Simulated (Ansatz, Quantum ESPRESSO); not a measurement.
## TaN (rock salt): bulk modulus from a few volumes

How stiff is rock salt TaN under hydrostatic load? Each row scales the relaxed cell evenly and relaxes the atoms. The symmetry of the cell is held, so distortions that would lower it, which this phase may prefer, aren't tested. The phase is followed to these pressures whether or not it stays the stable one.

Calculated with Ansatz 0.2.0, PBEsol, PAW files of the set soft_1, cutoff 600 eV, Fermi–Dirac smearing 0.05 eV, k-mesh 17×17×17, no spin polarisation, no spin-orbit coupling.

Reference cell, relaxed at zero pressure with PBEsol (Fm-3m): a = 3.0932 Å, b = 3.0932 Å, c = 3.0932 Å, α = 60.00°, β = 60.00°, γ = 60.00°.

```csv
atom,x,y,z
Ta,0.0000,0.0000,0.0000
N,0.5000,0.5000,0.5000
```

| V (Å³/atom) | V/V0 | P (GPa) | E − E0 (meV/atom) |
| --- | --- | --- | --- |
| 9.8358 | 0.9400 | 25.371 | 47.0 |
| 10.0450 | 0.9600 | 15.979 | 20.1 |
| 10.6729 | 1.0200 | −6.782 | 4.5 |
| 10.8821 | 1.0400 | −12.864 | 17.4 |
| 11.0914 | 1.0600 | −18.317 | 37.8 |

V0 = 10.4636 Å³ an atom, where the residual pressure P0 is −0.002 GPa. **Question.** Fit the Birch–Murnaghan law and give the pressure and the energy at V = 10.2543 Å³ an atom, a row left out above.

With the Eulerian strain f = ½[(V0/V)^(2/3) − 1] and F = (P − P0)/[3f(1 + 2f)^(5/2)], the third-order law is the line F = B0 + (3/2) B0 (B′ − 4) f.

```
       f  F (GPa)
 0.02106   362.32
 0.01380   360.72
−0.00656   356.16
−0.01290   354.72
−0.01905   353.15
```

A straight line through the 5 rows: the means are −0.00073 for f and 357.41 for F, Σ(Δx)² = 0.001204 and ΣΔxΔy = 0.2732, so the slope is 0.2732/0.001204 = 226.94 and the intercept 357.41 − (226.94)(−0.00073) = 357.58.

Hence B0 = 357.6 GPa and B′ = 4 + (226.9)/(1.5 × 357.6) = 4.42. For the withheld volume f = 0.00678, F = 359.12 GPa and P = 7.55 GPa. The run itself gives 7.56 GPa, so the estimate misses by 0.01 GPa, a rounding's worth.

Integrating the same law gives E − E0 = (9/2) B0 V0 f²[1 + (B′ − 4) f] + P0(V0 − V), with 1 GPa Å³ = 6.2415 meV: 4.8 meV an atom. The run itself gives 4.8 meV, so the estimate misses by 0.0 meV, a rounding's worth.

The same fit over all rows at other levels or in other programs gives B0 = 352 GPa with r2SCAN (Ansatz) and 378 GPa with LDA (Quantum ESPRESSO, GBRV).

[Logs are printed without paths, hosts, clocks, repeated set-up lines and the standing remarks that a program may print on its own settings, such as how far it seeks lower states.]
